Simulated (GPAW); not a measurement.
# Near-edge structure at the Zn K edge of ZnNi3C (Pm-3m), part 2 of 2

Aim: the near-edge shape at the Zn K edge of ZnNi3C (Pm-3m), and what the core hole does to it.

GPAW 26.7.0; X-ray absorption from dipole matrix elements to empty bands, plane-wave PAW LDA.

So far. Step 2 (Ground state of the crystal): The mesh shows no gap, so the system is treated as a metal and the core electron is put at the Fermi level (neutral cell). Step 3 (Spectrum without a core hole, Zn atom 1): Main maxima below 30 eV (height): 4.6 eV (1.67) and 17.0 eV (2.04). A K edge sees empty p states on the absorber.

## Step 5: Spectrum with XCH, Zn atom 1

The holes are 5.3 Å apart. In GPAW the data set carries the hole's charge, so charge=0 means a charged cell and charge=-1 a neutral one. The excited electron is kept in the cell, where it fills the lowest empty states and screens the hole. After the field has converged, empty bands are computed with the density fixed and the dipole matrix elements are summed.

The input, xas.py:

```python
import numpy as np
from ase import Atoms
from ase.parallel import parprint, paropen
from gpaw import GPAW, PW, FermiDirac, Mixer, MixerDif, setup_paths
from gpaw.test import gen
setup_paths.insert(0, '.')
gen('Zn', name='fch1s', xcname='LDA', corehole=(1, 0, 1), write_xml=True)
from gpaw.mpi import world
world.barrier()

atoms = Atoms('Zn2Ni6C2',
    cell=[[3.766253, 0, 3.766253],
     [0, 3.766253, 3.766253],
     [0, -3.766253, 3.766253]],
    scaled_positions=[[0, 0, 0],
     [0, 0.5, 0.5],
     [0.5, 0, 0],
     [0.5, 0.5, 0.5],
     [0.5, 0, 0.5],
     [0.5, 0.5, 0],
     [0, 0.5, 0],
     [0, 0, 0.5],
     [0.5, 0.25, 0.75],
     [0.5, 0.75, 0.25]],
    magmoms=[0.0, 0.0, 2.0, 2.0, 2.0, 2.0, 2.0, 2.0, 0.0, 0.0],
    pbc=True)
atoms.calc = calc = GPAW(legacy_gpaw=True, mode=PW(430, force_complex_dtype=True), xc='LDA', setups={0: 'fch1s'},
    kpts={'size': (7, 7, 7), 'gamma': True}, occupations=FermiDirac(0.1),
    charge=-1, mixer=MixerDif(0.05, 8, 50), maxiter=150,
    convergence={'density': 0.0001, 'eigenstates': 1e-6}, txt='scf.txt')
energy = atoms.get_potential_energy() + calc.get_reference_energy()
ef = calc.get_fermi_level()
out = dict(energy=energy, fermi=ef, forces=atoms.get_forces().tolist(), magmoms=atoms.get_magnetic_moments().tolist())
parprint(f'all-electron energy {energy:.4f} eV, Fermi level {ef:.4f} eV')
ev = np.array([[calc.get_eigenvalues(k, s) for k in range(len(calc.get_ibz_k_points()))] for s in range(calc.get_number_of_spins())])
out['homo'], out['lumo'], out['counts'] = ev[ev < ef].max(), ev[ev > ef].min(), sorted(set((ev < ef).sum((0, 2)).tolist()))
out['filled'] = (ev[:, 0] < ef).sum(1).tolist()

from ase.units import Ha
from gpaw.xas import dipole_matrix_elements
nb = int(calc.get_number_of_electrons() / 2) + 97
top, nb = nb, nb + 8 + nb // 12
nscf = calc.fixed_density(kpts={'size': (7, 7, 7), 'gamma': True}, nbands=nb,
    convergence={'bands': top, 'eigenstates': 5e-3}, maxiter=60, txt='nscf.txt')
cell = atoms.cell.array
ops = [cell.T @ U.T @ np.linalg.inv(cell.T) for U in nscf.wfs.kd.symmetry.op_scc]
E = np.arange(-6, 34, 0.1)
fwhm = np.interp(E, [4, 25], [1.67, 3.5])
Y, X, zero, highest = 0, 0, 1e9, 1e9
for spin in range(nscf.get_number_of_spins()):
    wfs = nscf.wfs
    mine = wfs.bd.get_slice()  # this rank's bands
    A = dipole_matrix_elements(wfs.setups[0])
    eps = np.zeros((wfs.kd.nibzkpts, nb))
    d = np.zeros((3, A.shape[1], wfs.kd.nibzkpts, nb), complex)
    for kpt in wfs.kpt_u:
        if kpt.s == spin and 0 in kpt.P_ani:
            eps[kpt.k, mine] = kpt.eps_n * Ha
            d[:, :, kpt.k, mine] = (kpt.weight * wfs.nspins / 2) ** 0.5 * np.inner(A, kpt.P_ani[0])
    world.sum(eps)
    world.sum(d)
    T = np.einsum('amkn,bmkn->abkn', d, d.conj()).real
    T = sum(np.einsum('ai,ijkn,bj->abkn', R, T, R) for R in ops) / len(ops)
    empty = eps > ef
    zero, highest = min(zero, eps[empty].min()), min(highest, eps[:, top - 1].min())
    lines = [(eps, T, empty)] if spin == 0 else lines + [(eps, T, empty)]
for eps, T, empty in lines:
    f = np.einsum('aakn->akn', T).reshape(3, -1)
    x = eps.ravel() - zero
    w = np.interp(x, E, fwhm) / 2.35482
    g = np.exp(-0.5 * ((E[:, None] - x) / w) ** 2) / (w * (2 * np.pi) ** 0.5)
    Y = Y + (f * empty.ravel()) @ g.T
    X = X + (f * ~empty.ravel()) @ g.T
out.update(E=E.round(2).tolist(), xas=Y.tolist(), xes=X.tolist(), zero=zero, valid=highest - zero, nk=len(eps), nb=nb)
for i in range(0, len(E), 10):
    parprint(f'{E[i]:7.2f}', *(f'{v:10.3e}' for v in Y[:, i]))
import json
with paropen('out.json', 'w') as f:
    json.dump(out, f)
```

Started as:

```
> OMP_NUM_THREADS=1 mpirun -n 4 gpaw python xas.py
```

Numbers of over 12 decimals in the logs are rounded to 6 here.

The log of the run:

```text
Input parameters:
  charge: -1
  convergence: {density: 0.0001,
                eigenstates: 1e-06}
  kpts: {gamma: True,
         size: (7, 7, 7)}
  maxiter: 150
  mixer: {backend: pulay,
          beta: 0.05,
          method: difference,
          nmaxold: 8,
          weight: 50}
  mode: {ecut: 430.0,
         force_complex_dtype: True,
         name: pw}
  occupations: {fixmagmom: False,
                name: fermi-dirac,
                width: 0.1}
  setups: {0: fch1s}

Initialize ...

[... PAW data sets ...]

Reference energy: -337737.309560  # eV

Spin-polarized calculation.
Initial magnetic moment: 12.000000

[... convergence settings ...]
Symmetries present (total): 48
  [... symmetry matrices ...]

343 k-points: 7 x 7 x 7 Monkhorst-Pack grid
20 k-points in the irreducible part of the Brillouin zone
       k-points in crystal coordinates                weights
   0:     0.00000000    0.00000000    0.00000000          1/343
   1:     0.14285714    0.14285714    0.00000000          8/343
   2:     0.14285714    0.14285714    0.14285714          6/343
   3:     0.28571429    0.14285714    0.14285714         12/343
   4:     0.28571429    0.28571429    0.00000000          8/343
   5:     0.28571429    0.28571429    0.14285714         24/343
   6:     0.28571429    0.28571429    0.28571429          6/343
   7:     0.42857143   -0.28571429   -0.28571429         12/343
   8:     0.42857143    0.28571429   -0.42857143         24/343
   9:     0.42857143    0.28571429   -0.28571429         24/343
          ...
  19:     0.42857143    0.42857143    0.42857143          6/343

Wave functions: Plane wave expansion
  Cutoff energy: 430.000 eV
  Number of coefficients (min, max): 2109, 2185
  Pulay-stress correction: 0.000000 eV/Ang^3 (de/decut=0.000000)
  Using FFTW library
  Wavefunction extrapolation:
    Improved wavefunction reuse through dual PAW basis

Occupation numbers: Fermi-Dirac:
  width: 0.1000  # eV

Eigensolver
   Davidson(niter=2)

Densities:
  Coarse grid: 27*27*27 grid
  Fine grid: 54*54*54 grid
  Total Charge: 0.000000

Density mixing:
  Method: difference
  Backend: pulay
  Linear mixing parameter: 0.05
  old densities: 8
  Width of damping distribution: 1.1
  Damping of long wavelength oscillations: 50

[... Hamiltonian set-up ...]
Number of atoms: 10
Number of atomic orbitals: 98
Number of bands in calculation: 89
Number of valence electrons: 129
Bands to converge: occupied

... initialized

Initializing position-dependent things.

Density initialized from atomic densities
Creating initial wave functions:
  89 bands from LCAO basis set

              C
             Ni
            C Ni
        Zn
         Ni
            Ni
             Ni
       Ni
        Zn

Atomic positions and initial magnetic moments

Positions:
   0 Zn     0.000000    0.000000    0.000000    ( 0.0000,  0.0000,  0.0000)
   1 Zn     0.000000    0.000000    3.766253    ( 0.0000,  0.0000,  0.0000)
   2 Ni     1.883126    0.000000    1.883126    ( 0.0000,  0.0000,  2.0000)
   3 Ni     1.883126    0.000000    5.649380    ( 0.0000,  0.0000,  2.0000)
   4 Ni     1.883126   -1.883126    3.766253    ( 0.0000,  0.0000,  2.0000)
   5 Ni     1.883126    1.883126    3.766253    ( 0.0000,  0.0000,  2.0000)
   6 Ni     0.000000    1.883126    1.883126    ( 0.0000,  0.0000,  2.0000)
   7 Ni     0.000000   -1.883126    1.883126    ( 0.0000,  0.0000,  2.0000)
   8 C      1.883126   -1.883126    5.649380    ( 0.0000,  0.0000,  0.0000)
   9 C      1.883126    1.883127    5.649379    ( 0.0000,  0.0000,  0.0000)

Unit cell:
           periodic     x           y           z      points  spacing
  1. axis:    yes    3.766253    0.000000    3.766253    27     0.1395
  2. axis:    yes    0.000000    3.766253    3.766253    27     0.1611
  3. axis:    yes    0.000000   -3.766253    3.766253    27     0.1611

  Lengths:   5.326286   5.326286   5.326286
[...]
iter:  11  -114.178760c  -5.10  -3.04    -0.0046
iter:  12  -114.178440c  -5.29  -3.36    -0.0050
iter:  13  -114.178323c  -6.24c -3.76    -0.0050
iter:  14  -114.178387c  -5.29  -3.85    -0.0050
iter:  15  -114.178374c  -6.84c -4.32c   -0.0050

Converged after 15 iterations.

Dipole moment: (-0.000000, -0.000000, 0.000000) |e|*Ang

Total magnetic moment: (0.000000, 0.000000, -0.004987)
Local magnetic moments:
   0 Zn ( 0.000000,  0.000000, -0.009874)
   1 Zn ( 0.000000,  0.000000,  0.000237)
   2 Ni ( 0.000000,  0.000000,  0.001162)
   3 Ni ( 0.000000,  0.000000,  0.001162)
   4 Ni ( 0.000000,  0.000000,  0.001162)
   5 Ni ( 0.000000,  0.000000,  0.001162)
   6 Ni ( 0.000000,  0.000000,  0.001162)
   7 Ni ( 0.000000,  0.000000,  0.001162)
   8 C  ( 0.000000,  0.000000,  0.000068)
   9 C  ( 0.000000,  0.000000,  0.000068)

Energy contributions relative to reference atoms: (reference = -337737.309560)

Kinetic:        +64.291493
Potential:      -47.996500
External:        +0.000000
XC:            -130.640262
Entropy (-ST):   -0.192908
Local:           +0.263350
SIC:             +0.000000
--------------------------
Free energy:   -114.274828
Extrapolated:  -114.178374

Spin contamination: 0.009610 electrons
Showing only first 2 kpts
                      Up                     Down
 Kpt  Band  Eigenvalues  Occupancy  Eigenvalues  Occupancy
  0    62      7.56282    0.99968      7.56356    0.99968
  0    63      7.56282    0.99968      7.56356    0.99968
  0    64      7.56282    0.99968      7.56356    0.99968
  0    65      7.79147    0.99684      7.79202    0.99682

  1    62      7.62416    0.99940      7.62443    0.99940
  1    63      7.74241    0.99806      7.74297    0.99805
  1    64      7.77811    0.99723      7.77615    0.99728
  1    65      7.77811    0.99723      7.77615    0.99728

Fermi level: 8.36672

No gap
No difference between direct/indirect transitions

Forces in eV/Ang:
  0 Zn    0.00000    0.00000    0.00000
  1 Zn    0.00000    0.00000    0.00000
  2 Ni   -0.00000   -0.00000    0.00000
  3 Ni    0.00000   -0.00000   -0.00000
  4 Ni   -0.00000    0.00000   -0.00000
  5 Ni   -0.00000    0.00000   -0.00000
  6 Ni   -0.00000   -0.00000    0.00000
  7 Ni   -0.00000    0.00000    0.00000
  8 C     0.00000    0.00000    0.00000
  9 C     0.00000    0.00000    0.00000
Scalar-relativistic atomic LDA calculation for Zn (Zinc, Z=30)
Core hole in 1s state (1s occupation: 1.0)
600 radial gridpoints.
|------------------------------------------------|
|------------------------------------------------|
[... the atom generator's iteration count ...]

Energy contributions:
-------------------------
Kinetic:    +1455.313461
XC:           -60.592874
Potential:  -2831.921453
-------------------------
Total:      -1437.200866

state      eigenvalue         ekin         rmax
-----------------------------------------------
1s^1.0 :  -362.370562   457.247084        0.033
2s^2.0 :   -45.586324    89.692358        0.186
2p^6.0 :   -40.551796    88.902557        0.147
3s^2.0 :    -5.578362    20.178333        0.572
3p^6.0 :    -3.921210    18.278078        0.568
3d^10.0:    -1.035193    13.091422        0.530
4s^2.0 :    -0.603317     2.163486        1.866
4p^0.0 :    -0.343743     1.345124        2.300
-----------------------------------------------
(units: Bohr and Hartree)

Generating PAW setup
Kinetic energy of the core from tauc = 1332.765430293097
Cutoffs:
rc(s)=2.430
rc(p)=2.400
rc(d)=2.230
rc(vbar)=2.260
rc(comp)=2.200
rc(nct)=2.430

Kinetic energy of the core states: 1320.072273
Charge: 1.0
Core electrons: 17.0
Valence electrons: 12.0
Pseudo-core charge: 0.063801
Shape function alpha=2.066
Pseudo-electron charge 3.436182
state    eigenvalue         norm
--------------------------------
4s(2) :    -0.603317     1.206269
*s    :     0.396683
4p(0) :    -0.343743     1.021921
*p    :     0.656257
3d(10):    -1.035193     0.095984
*d    :    -0.035193
--------------------------------

Diagonalizing with gridspacing h=0.050

state   all-electron     PAW
-------------------------------
4s:      -0.603317    -0.603615
4p:      -0.343743    -0.343956
3d:      -1.035193    -1.035651
*f:                   -0.018332
-------------------------------
all-electron energy -337851.4879 eV, Fermi level 8.3667 eV
  -6.00  5.951e-25  5.951e-25  5.951e-25
  -5.00  4.171e-20  4.171e-20  4.171e-20
  -4.00  4.270e-16  4.270e-16  4.270e-16
  -3.00  6.456e-13  6.456e-13  6.456e-13
  -2.00  1.462e-10  1.462e-10  1.462e-10
  -1.00  5.114e-09  5.114e-09  5.114e-09
  -0.00  3.274e-08  3.274e-08  3.274e-08
[...]
31.00  1.979e-07  1.979e-07  1.979e-07
  32.00  2.281e-07  2.281e-07  2.281e-07
  33.00  2.771e-07  2.771e-07  2.771e-07
```

The job ended after 2.2 min (4 MPI ranks of Intel Xeon Platinum 8488C (Sapphire Rapids), shared host; peak memory 0.62 GiB).

The Zn K spectrum, Zn atom 1, excited-electron core hole (neutral cell) (energy from the lowest empty level; intensity scaled to a mean of 1 over the first 20 eV):

| E (eV) | intensity |
| --- | --- |
| -2.0 | 0.00 |
| -1.5 | 0.00 |
| -1.0 | 0.01 |
| -0.5 | 0.04 |
| 0.0 | 0.09 |
| 0.5 | 0.15 |
| 1.0 | 0.24 |
| 1.5 | 0.39 |
| 2.0 | 0.63 |
| 2.5 | 1.03 |
| 3.0 | 1.51 |
| 3.5 | 1.86 |
| 4.0 | 1.87 |
| 4.5 | 1.57 |
| 5.0 | 1.20 |
| 5.5 | 0.89 |
| 6.0 | 0.64 |
| 6.5 | 0.44 |
| 7.0 | 0.33 |
| 7.5 | 0.31 |
| 8.0 | 0.35 |
| 8.5 | 0.41 |
| 9.0 | 0.48 |
| 9.5 | 0.54 |
| 10.0 | 0.59 |
| 10.5 | 0.64 |
| 11.0 | 0.70 |
| 11.5 | 0.78 |
| 12.0 | 0.90 |
| 12.5 | 1.06 |
| 13.0 | 1.25 |
| 13.5 | 1.44 |
| 14.0 | 1.61 |
| 14.5 | 1.74 |
| 15.0 | 1.82 |
| 15.5 | 1.81 |
| 16.0 | 1.74 |
| 16.5 | 1.61 |
| 17.0 | 1.45 |
| 17.5 | 1.29 |
| 18.0 | 1.15 |
| 18.5 | 1.05 |
| 19.0 | 0.96 |
| 19.5 | 0.90 |
| 20.0 | 0.83 |
| 20.5 | 0.75 |
| 21.0 | 0.68 |
| 21.5 | 0.61 |
| 22.0 | 0.57 |
| 22.5 | 0.54 |
| 23.0 | 0.54 |
| 23.5 | 0.53 |
| 24.0 | 0.53 |
| 24.5 | 0.52 |
| 25.0 | 0.50 |
| 25.5 | 0.48 |
| 26.0 | 0.46 |
| 26.5 | 0.45 |
| 27.0 | 0.44 |
| 27.5 | 0.44 |
| 28.0 | 0.45 |
| 28.5 | 0.47 |
| 29.0 | 0.48 |
| 29.5 | 0.50 |
| 30.0 | 0.51 |
| 30.5 | 0.53 |
| 31.0 | 0.55 |
| 31.5 | 0.58 |
| 32.0 | 0.63 |

Main maxima below 30 eV (height): 3.8 eV (1.92) and 15.2 eV (1.82). 

The total-energy difference is 9640.67 eV.

## Step 6: What the core hole does

Both curves are counted from their own zero, so only the shift of weight within the empty states shows.

| E (eV) | no hole | XCH |
| --- | --- | --- |
| -2.0 | 0.00 | 0.00 |
| -1.0 | 0.02 | 0.01 |
| 0.0 | 0.10 | 0.09 |
| 1.0 | 0.16 | 0.24 |
| 2.0 | 0.25 | 0.63 |
| 3.0 | 0.69 | 1.51 |
| 4.0 | 1.48 | 1.87 |
| 5.0 | 1.61 | 1.20 |
| 6.0 | 1.16 | 0.64 |
| 7.0 | 0.62 | 0.33 |
| 8.0 | 0.36 | 0.35 |
| 9.0 | 0.38 | 0.48 |
| 10.0 | 0.48 | 0.59 |
| 11.0 | 0.57 | 0.70 |
| 12.0 | 0.64 | 0.90 |
| 13.0 | 0.85 | 1.25 |
| 14.0 | 1.19 | 1.61 |
| 15.0 | 1.53 | 1.82 |
| 16.0 | 1.88 | 1.74 |
| 17.0 | 2.04 | 1.45 |
| 18.0 | 1.82 | 1.15 |
| 19.0 | 1.50 | 0.96 |
| 20.0 | 1.34 | 0.83 |
| 21.0 | 1.18 | 0.68 |
| 22.0 | 0.93 | 0.57 |
| 23.0 | 0.74 | 0.54 |
| 24.0 | 0.68 | 0.53 |
| 25.0 | 0.66 | 0.50 |
| 26.0 | 0.62 | 0.46 |
| 27.0 | 0.57 | 0.44 |
| 28.0 | 0.54 | 0.45 |
| 29.0 | 0.53 | 0.48 |
| 30.0 | 0.55 | 0.51 |
| 31.0 | 0.56 | 0.55 |
| 32.0 | 0.60 | 0.63 |

With each curve scaled to its own mean, the area from −2 to 6 eV with the hole is 5.9 against 4.9, and the centre of weight from −1 to 20 eV moves by -1.0 eV: the hole pulls the absorber's empty states down.

## Step 7: Summary of results

| Quantity | Value |
| --- | --- |
| absorber and edge | Zn K, atom 1 of the ground-state input (counted from 1) |
| surroundings | 12 Ni at 2.66 Å (cuboctahedral, site symmetry m-3m) |
| highest intensity below 24 eV | 3.8 eV above the zero, height 1.92 |
| photon energy of the zero (spin-polarised hole, raw) | 9640.7 eV (LDA puts this hole about 19 eV below PBE, itself good to a few eV) |

What this shows: The Zn K edge of atom 1, with 12 Ni at 2.66 Å (cuboctahedral, site symmetry m-3m), has its highest intensity of the first 24 eV at 3.8 eV above the zero, near 9644 eV in photon energy (LDA puts this hole about 19 eV below PBE, itself good to a few eV), 1.9 times the mean level of the first 20 eV (Gaussian full width 1.67 eV up to 4 eV, rising linearly to 3.5 eV at 25 eV). With each curve scaled to its own mean, the area from −2 to 6 eV with the hole is 5.9 against 4.9, and the centre of weight from −1 to 20 eV moves by -1.0 eV: the hole pulls the absorber's empty states down. The hole lies in one spin channel, while the script sums the empty states of both and takes the lower zero; where the two channels are split, this blurs and shifts the curve. The script folds with a Gaussian, whereas the core hole's own line is a Lorentzian, so the onset is too steep and the first peak too high. The starting moments shrank to 0.00 μB or less, so this is hardly a magnetic state. The holes are only 5.3 Å apart, so the shape is probably not converged with cell size; no larger cell was run here. Lifetime broadening is put in by hand, and intensities beyond about 20 eV depend on it and on the partial waves; weight that the partial waves miss at high energy is lost. The structure is a computed Materials Project entry and may be a hypothetical form.

[Banner, clock and machine lines of the logs are left out without a mark of their own.]

[Logs are printed without paths, hosts, clocks, repeated set-up lines and the standing remarks that a program may print on its own settings, such as how far it seeks lower states.]

[Hosts, paths, dates, database ids (printed as entryN), source tags and the programs' standing remarks are cut or masked in the printed files.]

[Lists of maxima count a maximum above −3 eV only where it reaches 4 % of the highest in the window and stands out from its surroundings by 2 % of it (1.5 % where it reaches 55 %); shoulders and weaker maxima are passed over, and of the rest the first, up to two pre-edge ones and the few strongest are named.]
